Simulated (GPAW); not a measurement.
## STM contrast on puckered PAs monolayer

What would a tunnelling microscope show on puckered PAs monolayer?

Main program and level: GPAW 26.7.0; GPAW, PAW setups; layer in a repeated cell with vacuum, relaxation of atoms and in-plane cell, in the first sound run; inputs show where later runs differ.

### 1. Set-up

The cell holds 4 atoms: 2 P and 2 As. Cell: a = 4.690 Å, b = 3.500 Å, c = 20.360 Å, α = 90.0°, β = 90.0°, γ = 90.0°. Vacuum lies along c.

As a file:

```cif
data_structure
_symmetry_space_group_name_H-M 'P 1'
_symmetry_Int_Tables_number 1
_cell_length_a 4.6900
_cell_length_b 3.5000
_cell_length_c 20.3600
_cell_angle_alpha 90.000
_cell_angle_beta 90.000
_cell_angle_gamma 90.000
_cell_volume 334.21
loop_
_atom_site_label
_atom_site_type_symbol
_atom_site_fract_x
_atom_site_fract_y
_atom_site_fract_z
_atom_site_occupancy
P1 P 0.09000 0.00000 0.44204 1
As2 As 0.41000 0.50000 0.44695 1
As3 As 0.91000 0.00000 0.55305 1
P4 P 0.59000 0.50000 0.55796 1
```

### 2. Relaxing the atoms

Forces are removed first; all later runs use this geometry.

The input, run.py:

```python
import json
import numpy as np
from ase import Atoms
from ase.filters import FrechetCellFilter
from ase.optimize import BFGS
from gpaw import GPAW, PW

slab = Atoms(
    ['P', 'As', 'As', 'P'],
    positions=[
        [0.42210, 0.00000, 9.00000],
        [1.92290, 1.75000, 9.10000],
        [4.26790, 0.00000, 11.26000],
        [2.76710, 1.75000, 11.36000]],
    cell=[[4.69, 0.0, 0.0], [0.0, 3.5, 0.0], [0.0, 0.0, 20.36]],
    pbc=[True, True, True])

slab.calc = GPAW(mode=PW(600), xc='PBE', kpts={'size': (6, 8, 1), 'gamma': True},
                 occupations={'name': 'fermi-dirac', 'width': 0.05}, nbands='160%',
                 convergence={'density': 1e-05}, maxiter=200,
                 symmetry={'tolerance': 1e-3}, txt='slab.txt')
result = {}
# The in-plane cell is free; stress needs a cell that repeats along all three vectors
path = []
opt = BFGS(FrechetCellFilter(slab, mask=[1, 1, 0, 0, 0, 1]), maxstep=0.2)
opt.attach(lambda: path.append((slab.get_potential_energy(), slab.positions.tolist(), slab.get_forces().tolist())))
result['relaxed'] = bool(opt.run(fmax=0.02, steps=45))
result['path'] = path
result['cell'] = slab.cell.tolist()
print('in-plane lattice', slab.cell.cellpar().round(4)[[0, 1, 5]])
energy = slab.get_potential_energy()
fermi = slab.calc.get_fermi_level()
v = slab.calc.get_electrostatic_potential().mean((0, 1)) - fermi
n = slab.calc.get_pseudo_density().mean((0, 1))
L = slab.cell[2, 2]
z = np.arange(len(v)) * L / len(v)
low, high = slab.positions[:, 2].min(), slab.positions[:, 2].max()
below, above = np.interp([low - 6.8, high + 6.8], z, v)
slopes = [np.interp(x, z, np.gradient(v, z)) for x in (low - 6.8, high + 6.8)]
eps = np.array([[slab.calc.get_eigenvalues(k, s) for k in range(len(slab.calc.get_ibz_k_points()))]
                for s in range(slab.calc.get_number_of_spins())]) - fermi
top, bottom = eps[eps < 0].max(), eps[eps > 0].min()
dipole = slab.get_dipole_moment()[2]
print(f'energy {energy:.4f} eV, Fermi level {fermi:.4f} eV, dipole {dipole:.5f} e A')
print(f'potential 6.8 A off the faces, from the Fermi level: lower {below:.4f} eV, upper {above:.4f} eV')
print(f'slope of the potential there: lower {slopes[0]:.5f}, upper {slopes[1]:.5f} eV/A')
print(f'nearest levels on the mesh: {top:.4f} and {bottom:.4f} eV')
print('magnetic moment', round(slab.get_magnetic_moment(), 3))
result.update(energy=energy, fermi=fermi, dipole=dipole, below=below, above=above, slopes=slopes, edges=[top, bottom],
              z=z.tolist(), v=v.tolist(), n=n.tolist(), positions=slab.positions.tolist(),
              forces=slab.get_forces(apply_constraint=False).tolist(), moments=slab.get_magnetic_moments().tolist())
json.dump(result, open('result.json', 'w'))
```

The run is started by

```
OMP_NUM_THREADS=1 OPENBLAS_NUM_THREADS=1 python run.py
```

What it wrote:

```text
Step          Energy          fmax
BFGS:    0      -19.578313        1.095486
BFGS:    1      -19.642860        0.712093
BFGS:    2      -19.692853        0.181968
BFGS:    3      -19.694427        0.165125
BFGS:    4      -19.697421        0.150323
BFGS:    5      -19.701562        0.176542
BFGS:    6      -19.706251        0.189311
BFGS:    7      -19.709689        0.158262
BFGS:    8      -19.711502        0.126229
BFGS:    9      -19.712776        0.105102
BFGS:   10      -19.713866        0.104143
BFGS:   11      -19.714329        0.084531
BFGS:   12      -19.714541        0.062900
BFGS:   13      -19.714728        0.039013
BFGS:   14      -19.714917        0.028257
BFGS:   15      -19.715025        0.018543
in-plane lattice [ 4.7004  3.5041 90.    ]
energy -19.7150 eV, Fermi level -1.7278 eV, dipole -0.00004 e A
potential 6.8 A off the faces, from the Fermi level: lower 4.4037 eV, upper 4.4037 eV
slope of the potential there: lower 0.00001, upper -0.00002 eV/A
nearest levels on the mesh: -0.4655 and 0.4552 eV
magnetic moment 0.0
```

Wall time 11 min (1 thread of Arm Neoverse V2, shared host); peak memory 0.65 GiB.

Numbers from this step:

```yaml
dipole_along_the_normal: -3.56e-5 e·Å
levels_nearest_the_fermi_level_on_the_mesh: -0.4655, 0.4552 eV from the Fermi level
```

Electrostatic potential energy of an electron (without an applied field's), less the Fermi level, planar mean against z:

```csv
z (Å),"electrostatic potential energy of an electron (without an applied field's), less the Fermi level, planar mean (eV)"
0.0,4.40
0.5,4.40
1.0,4.40
1.5,4.40
2.0,4.40
2.5,4.40
3.0,4.40
3.5,4.40
4.0,4.40
4.5,4.40
5.0,4.40
5.5,4.40
6.0,4.40
6.5,4.37
7.0,4.27
7.5,3.80
8.0,1.77
8.5,-5.96
9.0,-18.7
9.5,-9.05
10.0,-0.344
10.5,-1.68
11.0,-13.2
11.5,-16.3
12.0,-2.83
12.5,2.65
13.0,4.00
13.5,4.31
14.0,4.38
14.5,4.40
15.0,4.40
15.5,4.40
16.0,4.40
16.5,4.40
17.0,4.40
17.5,4.40
18.0,4.40
18.5,4.40
19.0,4.40
19.5,4.40
20.0,4.40
```

The pseudo valence density, planar mean oscillates, so the rows of the table below give means over windows of 0.85 Å about each position, cut where the curve ends. Its maxima inside the range that stand out by 2 % of the span (Å: e/Å³): 8.65: 0.326, 9.50: 0.322, 10.86: 0.322, 11.71: 0.326. Its minima: 8.99: 0.238, 10.18: 0.201, 11.37: 0.238.

Pseudo valence density, planar mean against z; means over each step:

```
z (Å)  pseudo valence density, planar mean (e/Å³)
 4.67                                      9.7e-6
 5.52                                      1.1e-4
 6.37                                     0.00138
 7.22                                      0.0171
 8.07                                       0.156
 8.92                                       0.283
 9.77                                       0.261
10.62                                       0.266
11.47                                       0.282
12.32                                       0.145
13.17                                      0.0152
14.02                                     0.00123
14.87                                      1.0e-4
15.72                                      8.7e-6
```

The relaxation lowered the energy of the cell by 0.137 eV (energies extrapolated to zero smearing; the optimiser's log prints free energies). The largest force left on a free atom is 0.013 eV/Å.

### 3. Plane waves, PBE

The work function is the vacuum plateau of the electrostatic potential less the Fermi level; a dipole layer lets the two faces have plateaus of their own.

This step: GPAW, PAW setups; slab in vacuum (GPAW 26.7.0).

The input, run.py:

```python
import json
import numpy as np
from ase import Atoms
from ase.dft.stm import STM
from gpaw import GPAW, PW

slab = Atoms(
    ['P', 'As', 'As', 'P'],
    positions=[
        [0.37123, -0.00000, 9.08283],
        [1.97898, 1.75203, 9.00000],
        [4.32917, 0.00000, 11.34989],
        [2.72142, 1.75203, 11.26708]],
    cell=[[4.70038, -0.0, 0.0], [-0.0, 3.50406, 0.0], [0.0, 0.0, 20.3499]],
    pbc=[True, True, False])

slab.calc = GPAW(mode=PW(400), xc='PBE', kpts={'size': (6, 8, 1), 'gamma': True},
                 occupations={'name': 'fermi-dirac', 'width': 0.05}, nbands='160%',
                 convergence={'density': 1e-05}, maxiter=200,
                 poissonsolver={'dipolelayer': 'xy'},
                 symmetry={'tolerance': 1e-3}, txt='slab.txt')
result = {}
energy = slab.get_potential_energy()
fermi = slab.calc.get_fermi_level()
v = slab.calc.get_electrostatic_potential().mean((0, 1)) - fermi
n = slab.calc.get_pseudo_density().mean((0, 1))
L = slab.cell[2, 2]
z = np.arange(len(v)) * L / len(v)
low, high = slab.positions[:, 2].min(), slab.positions[:, 2].max()
below, above = np.interp([low - 6.8, high + 6.8], z, v)
slopes = [np.interp(x, z, np.gradient(v, z)) for x in (low - 6.8, high + 6.8)]
eps = np.array([[slab.calc.get_eigenvalues(k, s) for k in range(len(slab.calc.get_ibz_k_points()))]
                for s in range(slab.calc.get_number_of_spins())]) - fermi
top, bottom = eps[eps < 0].max(), eps[eps > 0].min()
dipole = slab.get_dipole_moment()[2]
print(f'energy {energy:.4f} eV, Fermi level {fermi:.4f} eV, dipole {dipole:.5f} e A')
print(f'potential 6.8 A off the faces, from the Fermi level: lower {below:.4f} eV, upper {above:.4f} eV')
print(f'slope of the potential there: lower {slopes[0]:.5f}, upper {slopes[1]:.5f} eV/A')
print(f'nearest levels on the mesh: {top:.4f} and {bottom:.4f} eV')
print('magnetic moment', round(slab.get_magnetic_moment(), 3))
result.update(energy=energy, fermi=fermi, dipole=dipole, below=below, above=above, slopes=slopes, edges=[top, bottom],
              z=z.tolist(), v=v.tolist(), n=n.tolist(), positions=slab.positions.tolist(),
              forces=slab.get_forces(apply_constraint=False).tolist(), moments=slab.get_magnetic_moments().tolist())

# Images need the states of the whole zone, up to time reversal
slab.calc = slab.calc.fixed_density(symmetry={'point_group': False}, txt='states.txt', nbands='250%',
                                    convergence={'bands': 'CBM+1.3'})
stm = STM(slab)
result['stm'] = []
for bias in [-1.0, 1.0]:
    height = high + 3.5
    current = stm.get_averaged_current(bias, height)
    x, y, h = stm.scan(bias, current)
    i, f = divmod(height / L * stm.ldos.shape[2], 1)
    I = abs((1 - f) * stm.ldos[:, :, int(i)] + f * stm.ldos[:, :, int(i) + 1])
    print(f'bias {bias} V: mean current at 3.5 A {current:.4e}, corrugation {np.ptp(h):.4f} A')
    result['stm'].append(dict(bias=bias, current=current, h=(h - high).tolist(), I=I.tolist()))
json.dump(result, open('result.json', 'w'))
```

What it wrote:

```text
energy -19.7112 eV, Fermi level -1.7261 eV, dipole -0.00003 e A
potential 6.8 A off the faces, from the Fermi level: lower 4.4033 eV, upper 4.4033 eV
slope of the potential there: lower 0.00002, upper -0.00002 eV/A
nearest levels on the mesh: -0.4656 and 0.4554 eV
magnetic moment 0.0
bias -1.0 V: mean current at 3.5 A 2.5518e-06, corrugation 0.7258 A
bias 1.0 V: mean current at 3.5 A 2.5120e-05, corrugation 0.2643 A
```

Wall time 67 s (1 thread); peak memory 0.37 GiB.

This step gave:

```
dipole along the normal                    : -3.29e-5 e·Å
levels nearest the Fermi level on the mesh : -0.4656, 0.4554 eV from the Fermi level
upper work function                        : 4.403 eV
lower work function                        : 4.403 eV
corrugation -1                             : 0.7258 Å
corrugation 1                              : 0.2643 Å
upper ionisation energy                    : 4.869 eV
```

Table of electrostatic potential energy of an electron (without an applied field's), less the Fermi level, planar mean by z:

z (Å), electrostatic potential energy of an electron (without an applied field's), less the Fermi level, planar mean (eV) and a bar from the least value:
```
        0        4.4 ##############################
        1        4.4 ##############################
        2        4.4 ##############################
        3        4.4 ##############################
        4        4.4 ##############################
        5        4.4 ##############################
        6        4.4 ##############################
        7        4.3 ##############################
        8        1.7 ###########################
        9      -18.7 
       10       -0.3 ########################
       11      -13.3 #######
       12       -2.7 #####################
       13        4.0 #############################
       14        4.4 ##############################
       15        4.4 ##############################
       16        4.4 ##############################
       17        4.4 ##############################
       18        4.4 ##############################
       19        4.4 ##############################
       20        4.4 ##############################
```

The pseudo valence density, planar mean oscillates, so the rows of the table below give means over windows of 0.85 Å about each position, cut where the curve ends. Its maxima inside the range that stand out by 2 % of the span (Å: e/Å³): 8.69: 0.321, 9.54: 0.316, 10.81: 0.316, 11.66: 0.321. Its minima: 9.12: 0.247, 10.18: 0.201, 11.23: 0.247.

Table of pseudo valence density, planar mean by z; means over each step:

z (Å), pseudo valence density, planar mean (e/Å³) and a bar:
```
     4.67      0.000 
     5.52      0.000 
     6.37      0.001 
     7.22      0.018 ##
     8.07      0.158 #################
     8.92      0.283 ##############################
     9.77      0.261 ############################
    10.62      0.266 ############################
    11.47      0.282 ##############################
    12.32      0.144 ###############
    13.17      0.015 ##
    14.02      0.001 
    14.87      0.000 
    15.72      0.000
```

Tip height over the top atom over a1 and a2. Sample bias -1 V, constant current at the mean current 3.5 Å over the top atom.

Ten even steps from '0' (3.05 Å) to '9' (3.78 Å):
```
998764210012344556788999
988754200123344556788999
988653200123445556788899
887653101234555556778888
876542112345555666677888
776531012345566666667777
665421012455666666666777
655320012456667666666666
654320013456677666666666
655320012456667666666666
665421012455666666666777
776531012345566666667777
876542112345555666677888
887653101234555556778888
988653200123445556788899
988754200123344556788999
998764210012344556788999
998764210012334556789999
```
Columns: a1 from 0 to 0.958; rows upwards: a2 from 0 to 0.944.

Local density of states summed over the bias window over a1 and a2. Sample bias -1 V, constant height 3.5 Å over the top atom.

Ten even steps from '0' (0.96 × 1e-6 arbitrary) to '9' (5.64 × 1e-6 arbitrary):
```
986531000000112233567899
876431000001112233467889
765421000001122233456788
664321000011222333455677
554210000012233333345566
443210000112333333334455
432100000123334333333444
332100000123344433333344
322100000123444433333333
332100000123344433333344
432100000123334333333444
443210000112333333334455
554210000012233333345566
664321000011222333455677
765421000001122233456788
876431000001112233467889
986531000000112233567899
987532000000112234567899
```
Columns: a1 from 0 to 0.958; rows upwards: a2 from 0 to 0.944.

Tip height over the top atom over a1 and a2. Sample bias 1 V, constant current at the mean current 3.5 Å over the top atom.

Ten even steps from '0' (3.36 Å) to '9' (3.62 Å):
```
543210001223467899999987
543210001123467899999987
543211001123467899999987
643211000123457899999987
643211000123456889999987
654211000112456789999987
654321000012356789999987
654321000012346789999987
654321000012346789999987
654321000012346789999987
654321000012356789999987
654211000112456789999987
643211000123456889999987
643211000123457899999987
543211001123467899999987
543210001123467899999987
543210001223467899999987
543210001224567899999987
```
Columns: a1 from 0 to 0.958; rows upwards: a2 from 0 to 0.944.

Local density of states summed over the bias window over a1 and a2. Sample bias 1 V, constant height 3.5 Å over the top atom.

Values in units of 1e-5 arbitrary, 12 rows by 16 columns, each cell a mean:
```
2.5 2.3 2.1 2.0 2.0 2.0 2.1 2.3 2.5 2.7 3.0 3.1 3.2 3.1 3.0 2.8
2.5 2.3 2.1 2.0 1.9 2.0 2.1 2.2 2.5 2.7 2.9 3.1 3.2 3.1 3.0 2.8
2.5 2.3 2.1 2.0 1.9 2.0 2.1 2.2 2.4 2.7 2.9 3.1 3.1 3.1 3.0 2.8
2.6 2.4 2.1 2.0 1.9 1.9 2.0 2.2 2.4 2.6 2.9 3.0 3.1 3.1 3.0 2.8
2.6 2.4 2.2 2.0 1.9 1.9 2.0 2.1 2.4 2.6 2.8 3.0 3.1 3.1 3.0 2.8
2.6 2.4 2.2 2.0 1.9 1.9 2.0 2.1 2.3 2.6 2.8 3.0 3.1 3.1 3.0 2.8
2.6 2.4 2.2 2.0 1.9 1.9 2.0 2.1 2.3 2.6 2.8 3.0 3.1 3.1 3.0 2.8
2.6 2.4 2.1 2.0 1.9 1.9 2.0 2.1 2.4 2.6 2.9 3.0 3.1 3.1 3.0 2.8
2.5 2.3 2.1 2.0 1.9 1.9 2.0 2.2 2.4 2.6 2.9 3.1 3.1 3.1 3.0 2.8
2.5 2.3 2.1 2.0 1.9 2.0 2.1 2.2 2.5 2.7 2.9 3.1 3.2 3.1 3.0 2.8
2.5 2.3 2.1 2.0 2.0 2.0 2.1 2.3 2.5 2.7 3.0 3.1 3.2 3.1 3.0 2.8
2.5 2.3 2.1 2.0 2.0 2.0 2.1 2.3 2.5 2.7 3.0 3.1 3.2 3.1 3.0 2.8
```
Columns: a1 from 0 to 0.958; rows upwards: a2 from 0 to 0.944.

The layer is gapped, so the Fermi level lies somewhere inside the gap, set by smearing and numerics, and these work functions are no property of the material; the band edges below the vacuum level are. The potential is flat to 1.5e-5 eV/Å where it is read, so the vacuum is wide enough.

### 4. Results

| Item | Value |
| --- | --- |
| work function, both faces (Fermi level placed in the gap by the smearing) | 4.40 eV |
| ionisation energy from the upper face (highest filled level on the mesh) | 4.87 eV |
| electron affinity from the upper face (lowest empty Kohn-Sham level on the mesh) | 3.95 eV |
| dipole along the normal | -3.3e-5 e Å, near the numerical noise |
| corrugation at -1 V | 0.726 Å |
| corrugation at 1 V | 0.264 Å |

The corrugation at constant current is largest at -1 V, where the tip height varies by 0.73 Å over the cell. Negative sample bias images filled states, positive bias empty ones. The levels nearest the Fermi level on the mesh lie 0.921 eV apart, so the slab is gapped there: the smearing puts the Fermi level inside the gap, and from either face the ionisation energy is the work function plus 0.47 eV. Both are Kohn-Sham levels on the mesh, and semilocal gaps are too small, so the affinity tends to come out too large and the ionisation energy too small. The images are of Tersoff-Hamann type: an s-wave tip, no tip-sample forces, heights closer than in a microscope. Biases count from a Fermi level whose place in the gap is arbitrary, so only their reach past the band edges has a meaning. The layer's cell and atoms come from the relaxation; spin-orbit coupling and temperature are left out.

[Logs are printed without paths, hosts, clocks, repeated set-up lines and the standing remarks that a program may print on its own settings, such as how far it seeks lower states.]

[Hosts, paths, dates, database ids (printed as entryN), source tags and the programs' standing remarks are cut or masked in the printed files.]
